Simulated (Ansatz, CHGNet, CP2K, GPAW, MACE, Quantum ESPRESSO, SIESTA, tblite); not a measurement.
**GPAW runs on random packing of 91Li3PO4-9P3N5 (mol %) (88 atoms)**

How do the settings of GPAW change the result for random packing of 91Li3PO4-9P3N5 (mol %) (88 atoms)? A plane-wave run serves as the yardstick.

Method: the method is named at each step, in GPAW 26.7.0.

## 1. The starting structure

The cell holds 88 atoms: 30 Li, 13 P, 40 O and 5 N. Cell: a = 9.863 Å, b = 9.863 Å, c = 9.863 Å, α = 90.0°, β = 90.0°, γ = 90.0°. 88 atoms (30 Li, 13 P, 40 O, 5 N) packed at random in a cube at 2.29 g/cm³ and pushed apart as soft spheres, cations and anions kept from their own kind; a start for melting by ab initio MD, not an equilibrated structure. Then every atom was moved at random, 0.05 Å r.m.s. a Cartesian component.

The yardstick, on the same geometry:

* method: Kohn-Sham DFT, PBE, PAW, plane waves (Ansatz 0.2.0); cutoff 420 eV, Γ point, fermi-dirac smearing of 0.05 eV; PAW set soft_2
* r.m.s. force component: 1.469 eV/Å
* longest force: 5.411 eV/Å
* pressure: -3.45 GPa
* SCF cycles: 15
* time: 7.5 s on 8 threads of Arm Neoverse V2, shared host
* CPU time: 50 s

## 2. PBE, LCAO dzp, h 0.18 Å

Method: Kohn-Sham DFT, PBE, PAW, atomic orbitals (dzp).

File run.py:

```python
import numpy as np
from ase.io import read
from gpaw import GPAW, FermiDirac

atoms = read("structure.xyz")
atoms.calc = GPAW(
    mode="lcao",
    basis="dzp",
    h=0.18,
    xc="PBE",
    kpts={"size": (1, 1, 1), "gamma": True},
    occupations=FermiDirac(0.05),
    maxiter=200,
    symmetry={"point_group": False},
    txt="gpaw.txt",
)
energy = atoms.get_potential_energy(force_consistent=True)
forces = atoms.get_forces()
print(f"energy {energy:.6f} eV")
print("forces (eV/A)")
for i, (a, f) in enumerate(zip(atoms, forces)):
    print(f"{i:4d} {a.symbol:2s} {f[0]:10.5f} {f[1]:10.5f} {f[2]:10.5f}")
print(f"Fermi level {atoms.calc.get_fermi_level():.4f} eV")
for k in range(len(atoms.calc.get_ibz_k_points())):
    for s in range(atoms.calc.get_number_of_spins()):
        e = atoms.calc.get_eigenvalues(kpt=k, spin=s)
        n = np.searchsorted(e, atoms.calc.get_fermi_level())
        print(f"k {k} spin {s} levels about the Fermi level:", np.round(e[max(n - 6, 0):n], 4).tolist(), "|", np.round(e[n:n + 6], 4).tolist())
```

File structure.xyz:

```xyz
88
Lattice="9.86300 0.00000 0.00000 0.00000 9.86300 0.00000 0.00000 0.00000 9.86300" Properties=species:S:1:pos:R:3 pbc="T T T"
Li 9.43317 6.78594 5.29781
Li 7.09958 8.94564 0.28267
Li 5.98674 6.51283 6.12502
Li 4.46350 8.24211 7.20522
Li 4.07608 7.62361 2.42561
Li 9.53387 3.51261 5.96435
Li 2.41466 6.65023 6.85094
Li 3.11276 3.80623 6.67459
Li 6.41845 2.26030 4.85230
Li 4.02943 1.79132 8.50200
Li 8.75913 4.72033 9.63822
Li 5.11890 4.51992 7.54312
Li 9.54216 6.45819 2.42156
Li 8.87848 7.34823 0.06155
Li 3.41447 4.59705 1.78698
Li 1.41159 4.58600 9.43169
Li 2.35085 8.26450 9.39766
Li 8.38937 8.99289 5.23390
Li 7.19180 0.76852 2.09658
Li 1.30369 2.15053 7.35957
Li 1.50440 5.51539 3.74370
Li 1.31927 8.21982 3.20311
Li 7.19289 0.42302 8.04959
Li 6.95253 3.26278 0.81537
Li 1.95347 2.06216 0.00996
Li 7.33344 4.60267 5.48955
Li 7.30503 7.39577 2.22884
Li 3.68847 4.08535 4.20637
Li 3.88987 9.61317 3.78216
Li 1.94242 8.88923 5.54419
P 0.66171 1.45312 4.64794
P 9.56760 0.35112 7.18312
P 7.30493 4.57752 2.95900
P 9.12840 2.04371 8.90639
P 5.04206 9.75096 1.46022
P 5.63789 0.39265 6.21172
P 6.82677 6.22296 8.68151
P 0.80433 0.36769 2.04085
P 8.95866 2.79537 2.35233
P 4.46735 5.82913 9.53229
P 3.79252 1.96708 2.35745
P 9.79741 9.43287 9.53249
P 0.45616 7.59875 7.98390
O 8.71652 8.26539 8.29054
O 5.83239 2.16158 7.45071
O 5.76877 0.53684 0.04419
O 3.36476 5.19376 7.69876
O 1.50352 7.12552 1.62365
O 7.25256 4.54112 7.42812
O 0.28701 8.30405 6.47131
O 2.66153 5.77567 9.65972
O 5.56046 0.41878 4.60977
O 8.37359 2.54100 3.94727
O 7.93735 0.33514 3.84746
O 1.49819 2.32402 2.18682
O 3.29651 0.57413 9.85432
[... 28 atom lines left out ...]
N 3.38567 1.53685 6.62419
N 0.16244 5.66906 7.52991
N 6.56126 8.68102 6.00972
N 5.39378 4.47494 1.23692
```

On the command line:

```
OMP_NUM_THREADS=1 python run.py > output.txt
```

What it wrote:

```text
energy -382.254855 eV
forces (eV/A)
   0 Li   -1.34904   -0.01801    0.63052
   1 Li   -0.64093   -0.39070   -0.59618
   2 Li    0.64051    1.30213   -0.76021
   3 Li   -0.03283   -0.23979    0.89799
   4 Li    0.64546   -0.50639   -0.70506
   5 Li    0.29329    0.20574    0.20920
   6 Li    0.61096   -0.69739   -0.17566
   7 Li   -1.17893   -1.06365   -0.63153
   8 Li    1.40120   -0.71039   -0.01166
   9 Li    0.63205   -0.18600    0.55076
  10 Li    0.05234   -0.35491   -0.94746
  11 Li    0.95810   -1.12432   -0.17548
  12 Li    0.15837   -0.03767   -0.29971
  13 Li    0.19489   -0.90845    1.12785
  14 Li    0.05311    0.57557   -0.42976
  15 Li   -0.18662   -0.53090   -1.35953
  16 Li    0.89874    0.30663    1.38534
  17 Li   -0.45794    0.05905   -0.09358
  18 Li    0.34758   -0.08263    0.94348
  19 Li    1.24322    0.46360   -0.03359
  20 Li    0.25646   -0.56347    0.81922
  21 Li    0.49310   -0.43173    0.14902
  22 Li   -0.87051    0.59454    0.15013
  23 Li   -1.17077   -0.24074   -0.80318
[...]
80 O    -1.01308   -0.29630    0.08825
  81 O     0.91523    0.47520   -2.85119
  82 O     0.57340   -1.53586   -1.12782
  83 N     2.92604    0.48406   -1.21381
  84 N     0.76727   -1.04698   -1.07744
  85 N     0.32200    3.50501    2.07951
  86 N    -1.45488    1.34234    0.82581
  87 N    -1.22923    1.00745   -0.15913
Fermi level 3.1588 eV
k 0 spin 0 levels about the Fermi level: [2.9643, 3.0104, 3.0302, 3.083, 3.1011, 3.1398] | [3.1913, 3.2111, 3.2263, 3.279, 3.3068, 3.3603]
```

gpaw.txt:

```text
Input parameters:
  mode=LCAO(),
  basis={'default': 'dzp'},
  h=0.18,
  kpts=MonkhorstPack(size=(1, 1, 1), gamma=True),
  maxiter=200,
  occupations=Occupations(name='fermi-dirac', width=0.05, fixmagmom=False),
  symmetry=Symmetry(point_group=False),
  xc=XC(name='PBE')
Unit cell  # Å
| periodic |        x |        y |        z |  lengths |    angles |
|----------|----------|----------|----------|----------|-----------|
|      yes | 9.863000 | 0.000000 | 0.000000 | 9.863000 | 90.000000 |
|      yes | 0.000000 | 9.863000 | 0.000000 | 9.863000 | 90.000000 |
|      yes | 0.000000 | 0.000000 | 9.863000 | 9.863000 | 90.000000 |
Number of symmetries: 1
Symmetry operations  # r_c * U_cc + t_c -> r_c
|   | kind |            matrix            |
|---|------|------------------------------|
| 0 |  E   |  1, 0, 0,  0, 1, 0,  0, 0, 1 |
BZ-sampling:
  Number of BZ points: 1
  Number of IBZ points: 1
  Monkhorst-Pack size: [1, 1, 1]
  Monkhorst-Pack shift: [0, 0, 0]
[... lines left out ...]
  Fermi-Dirac:
[... lines left out ...]
    Stencil: 6*3+1=19 point O(h^6) finite-difference Laplacian
xc functional:
  name: PBE with 2 nearest neighbor stencil
interpolation: tri-quintic # 5. degree polynomial
Initialization done in: 8.823 s
convergence criteria:
- Maximum [total energy] change in last 3 cyles: 0.0005 eV / valence electron
- Maximum integral of absolute [dens]ity change: 0.0001 electrons / valence electron
- Maximum integral of absolute [eigenst]ate change: 4e-08 eV^2 / valence electron
maximum number of iterations: 200
SCF iterations
|iter     |      energy | eigst |  dens |
|---------|-------------|-------|-------|
|iter:   1| -447.156181 |      c|       |
|iter:   2| -414.731611 |      c| -0.74 |
|iter:   3| -401.042023 |      c| -0.86 |
|iter:   4| -389.040296 |      c| -0.97 |
[...]
|iter:  12| -382.126876 |      c| -1.70 |
|iter:  13| -382.116559 |      c| -1.94 |
|iter:  14| -382.056562c|      c| -2.03 |
|iter:  15| -382.049445c|      c| -2.20 |
|iter:  16| -382.043458c|      c| -2.31 |
[...]
|iter:  33| -382.017702c|      c| -3.86 |
|iter:  34| -382.017573c|      c| -3.93 |
|iter:  35| -382.017694c|      c| -4.01c|
Converged in 35 steps
SCF loop duration: 442.600 s (12.646 s/step)
Energy contributions relative to reference atoms: (reference = -216064.211737)
Energy contributions:
  Kinetic:         321.035755
  Coulomb:        -296.892767
  Zero:              7.332794
  External:          0.000000
  Xc:             -413.256315
  Entropy:          -0.474322
  Spinorbit:         0.000000
  ----------------------------
  Free energy:    -382.254855
  Extrapolated:   -382.017694
dipole moment: (48.637300, -19.761443, 46.647839)  # |e|*Ang
Fermi level: 3.159
Eigenvalues  # (at kpt = [0.000, 0.000, 0.000])
| band index |      eig [eV] | occ [0-2] |
|------------|---------------|-----------|
|          0 |       -18.577 |     2.000 |
|        ... |               |           |
|        172 |         2.882 |     1.992 |
|        173 |         2.896 |     1.990 |
[...]
|        187 |         3.419 |     0.011 |
|        ... |               |           |
|        219 |         7.643 |     0.000 |
Gap: 0.052 eV
Transition (v -> c):
  (s=0, k=0, n=179, [0.00, 0.00, 0.00]) -> (s=0, k=0, n=180, [0.00, 0.00, 0.00])
No difference between direct/indirect transitions
Force computation time: 30.942  # s
timing:  # [seconds]
  Total:  482.404  # ━━━━━━━━━━━━━━━━━━━━━━━━━━━━━━━━━━━━━━━━━━━━━━━━━━━━━━━━
  Init:     8.822  # ━
  SCF:    442.600  # ━━━━━━━━━━━━━━━━━━━━━━━━━━━━━━━━━━━━━━━━━━━━━━━━━━━╸
  Forces:  30.942  # ━━━╸
```

Wall time 8.1 min (1 thread of Arm Neoverse V2, shared host); peak memory 1.5 GiB.

Banners, paths, timers and routine set-up lines are dropped from the logs unmarked, and long logs keep their key lines alone; longer cuts are marked.

Compared with the plane-wave run:

```
r.m.s. force component                  : 1.353 eV/Å
r.m.s. difference of force components   : 326.2 meV/Å
longest difference of force vectors     : 1286 meV/Å
force difference over r.m.s. force      : 22.2 %
slope of forces against the reference's : 0.8995
correlation of force components         : 0.9766
```

Length of the force difference by element (eV/Å):

```csv
element,atoms,mean,most
Li,30,0.23,0.46
N,5,0.42,1.00
O,40,0.50,1.3
P,13,0.77,1.2
```

The surroundings of N88, one of the 5 N atoms, nearest first, numbered as they follow in the input and with coordinates relative to it.

```csv
atom,x,y,z,distance (Å),Fx,Fy,Fz (eV/Å)
N88,0.00,0.00,0.00,0.00,-1.23,1.01,-0.16
Li24,1.56,-1.21,-0.42,2.02,-1.17,-0.24,-0.80
Li15,-1.98,0.12,0.55,2.06,0.05,0.58,-0.43
O79,0.08,-2.13,0.48,2.19,-2.23,-0.56,0.22
O80,-0.85,1.41,1.56,2.27,0.20,-2.19,0.29
P40,-0.93,1.35,-1.57,2.27,-2.73,-2.67,0.35
O74,-0.50,-1.04,-2.07,2.37,0.14,1.70,1.50
P33,1.91,0.10,1.72,2.57,-0.43,-0.21,-0.80
O72,2.20,1.40,-0.68,2.70,0.67,1.64,-1.65
```

Atoms are counted from 1 here, from 0 in the log.

Forces lie 22 % from the reference's, at 9.6 times its CPU time (on 1 against 8 cores).

## 3. PBE, LCAO sz(dzp), h 0.18 Å

Method: Kohn-Sham DFT, PBE, PAW, atomic orbitals (sz(dzp)).

run.py: that of step 2 with these lines changed.

```diff
@@ -7,3 +7,3 @@
     mode="lcao",
-    basis="dzp",
+    basis="sz(dzp)",
     h=0.18,
```

structure.xyz is that of step 2.

What it wrote:

```text
energy -285.750391 eV
forces (eV/A)
   0 Li   -1.27597   -0.24971    1.06719
   1 Li   -0.55666   -0.44515   -1.22015
   2 Li    0.97617    1.93452   -1.00692
   3 Li    0.20664   -0.18032    1.30212
   4 Li    0.71415   -0.88384   -0.81349
   5 Li    0.25401    0.26743    0.17686
   6 Li    0.35056   -1.00003   -0.15275
   7 Li   -1.36006   -1.34079   -0.52723
   8 Li    1.70400   -0.80773   -0.36035
   9 Li    1.09982   -0.56773    0.59054
  10 Li   -0.03644   -0.60703   -1.23460
  11 Li    1.28380   -1.31953    0.07401
  12 Li   -0.14206   -0.59931   -0.30008
  13 Li    0.29836   -1.01341    1.01205
  14 Li   -0.01314    0.42312   -0.56223
  15 Li   -0.21456   -0.17939   -1.57560
  16 Li    0.99258    0.47435    2.00032
  17 Li   -0.72666    0.32276    0.23645
  18 Li    0.56527    0.38800    1.31944
  19 Li    1.32549    0.34141   -0.41722
  20 Li    0.31625   -1.07218    0.76012
  21 Li    0.53420    0.25874   -0.02305
  22 Li   -0.83411    0.51260    0.21507
  23 Li   -1.64426   -0.09176   -0.98175
[...]
80 O    -0.99909   -0.35741   -0.05331
  81 O     0.01215   -0.56478    1.20824
  82 O     0.56534   -1.40361   -1.48417
  83 N     3.55947    5.90215   -3.75302
  84 N     0.66091   -0.59279   -1.00345
  85 N    -0.03428    1.02080    1.12385
  86 N     0.50248   -2.16454    0.51199
  87 N    -0.73672    0.05643    0.26484
Fermi level 5.0663 eV
k 0 spin 0 levels about the Fermi level: [4.8562, 4.9099, 4.959, 4.989, 5.0206, 5.0337] | [5.0951, 5.1149, 5.1397, 5.1918, 5.2186, 5.2596]
```

gpaw.txt:

```text
Input parameters:
  mode=LCAO(),
  basis={'default': 'sz(dzp)'},
  h=0.18,
  kpts=MonkhorstPack(size=(1, 1, 1), gamma=True),
  maxiter=200,
  occupations=Occupations(name='fermi-dirac', width=0.05, fixmagmom=False),
  symmetry=Symmetry(point_group=False),
  xc=XC(name='PBE')
Unit cell  # Å
| periodic |        x |        y |        z |  lengths |    angles |
[... lines left out ...]
  Fermi-Dirac:
[... lines left out ...]
convergence criteria:
- Maximum [total energy] change in last 3 cyles: 0.0005 eV / valence electron
[... lines left out ...]
Converged in 37 steps
[... lines left out ...]
  Free energy:    -285.750391
  Extrapolated:   -285.510965
dipole moment: (48.194124, -17.717319, 46.416221)  # |e|*Ang
Fermi level: 5.066
Eigenvalues  # (at kpt = [0.000, 0.000, 0.000])
| band index |      eig [eV] | occ [0-2] |
|------------|---------------|-----------|
|          0 |       -17.785 |     2.000 |
|        ... |               |           |
|        172 |         4.776 |     1.994 |
|        173 |         4.843 |     1.977 |
[...]
|        187 |         5.360 |     0.006 |
|        ... |               |           |
|        219 |         9.562 |     0.000 |
Gap: 0.061 eV
Transition (v -> c):
  (s=0, k=0, n=179, [0.00, 0.00, 0.00]) -> (s=0, k=0, n=180, [0.00, 0.00, 0.00])
No difference between direct/indirect transitions
Force computation time: 5.634  # s
timing:  # [seconds]
  Total:  118.857  # ━━━━━━━━━━━━━━━━━━━━━━━━━━━━━━━━━━━━━━━━━━━━━━━━━━━━━━━━
  Init:     6.748  # ━━━
  SCF:    106.436  # ━━━━━━━━━━━━━━━━━━━━━━━━━━━━━━━━━━━━━━━━━━━━━━━━━━
  Forces:   5.634  # ━━╸
```

It took 2 min on 1 thread; peak memory 1.1 GiB.

Numbers from this run, and their distance from the reference:

```yaml
r_m_s_force_component: 1.649 eV/Å
r_m_s_difference_of_force_components: 1930 meV/Å
longest_difference_of_force_vectors: 7963 meV/Å
force_difference_over_r_m_s_force: 131.3 %
slope_of_forces_against_the_reference_s: 0.2677
correlation_of_force_components: 0.2384
```

This is a coarse setting, run to see what it loses.

Against the first run (22 %), the force difference from the reference is 131 %, at 0.25 times the CPU time, with 262 basis functions against 904: the smaller basis costs accuracy.

## 4. All runs compared

Differences are against the plane-wave reference, forces as r.m.s. over components; share is that over the reference's r.m.s. force, slope the least-squares factor from reference forces to these. Total energies of different programs have different zeros and aren't compared.

```csv
run,"Δ force, r.m.s. (meV/Å)",share (%),slope,cores,CPU time,memory (GiB)
reference,-,-,-,8,50 s,1.2
"GPAW PBE, LCAO dzp, h 0.18 Å",326,22.2,0.899,1,8.1 min,1.5
"GPAW PBE, LCAO sz(dzp), h 0.18 Å (coarse)",1930,131,0.268,1,2 min,1.1
```

Rows marked coarse were listed beforehand as settings not expected to be converged; some can still land near the reference.

CPU time is summed over cores on a shared host, where runs went side by side, so it is rough. Symmetry, cutoffs, thresholds, outputs and thread counts weren't matched or tuned between programs; memory under MPI is the largest rank's times the ranks.

A second geometry, displaced anew (every atom was moved at random, 0.06 Å r.m.s. a Cartesian component), gives an energy difference that all programs can be tested on. The reference puts it at -13.87 meV/atom.

```csv
run,energy less the first geometry's (meV/atom),error (meV/atom),force share at the second geometry (%)
"GPAW PBE, LCAO dzp, h 0.18 Å",-9.154,4.72,22.5
"GPAW PBE, LCAO sz(dzp), h 0.18 Å",-2.848,11.0,131
```

## 5. Results

```json
{
 "nearest in forces": "GPAW PBE, LCAO dzp, h 0.18 Å, 22 %",
 "its CPU time": "8.1 min"
}
```

The PBE run in local orbitals, coarse settings apart, differs by 22 % (GPAW PBE, LCAO dzp, h 0.18 Å); basis, grid and potentials can all enter. Runs with settings chosen to be coarse differ by 131 % (GPAW PBE, LCAO sz(dzp), h 0.18 Å), their programs' other errors included. None of the electronic-structure runs in the table takes under half the reference's CPU time of 50 s; they take 2.4 to 9.6 times as much. GPAW PBE, LCAO dzp, h 0.18 Å softens the forces by a factor of 0.90 while following their directions (correlation 0.977). The energy difference between the two geometries, -13.9 meV/atom in the reference, is met best by GPAW PBE, LCAO dzp, h 0.18 Å (+4.72) and worst by GPAW PBE, LCAO sz(dzp), h 0.18 Å (coarse) (+11). The potentials hold different valence shells: 420 electrons in the reference, 360 in GPAW; this bears on time and differences. The reference's pressure of -3.5 GPa belongs to a cell and atoms that aren't relaxed at this level. The electronic-structure runs sample only Γ, in a cell whose shortest periodic width is 10 Å, which is coarse for a cell with partly filled levels.

[Also dropped from logs without a mark: logging warnings of Python, and SIESTA's first energy breakdown and zero terms.]

[Logs are printed without paths, hosts, clocks, repeated set-up lines and the standing remarks that a program may print on its own settings, such as how far it seeks lower states.]

[Hosts, paths, dates, database ids (printed as entryN), source tags and the programs' standing remarks are cut or masked in the printed files.]
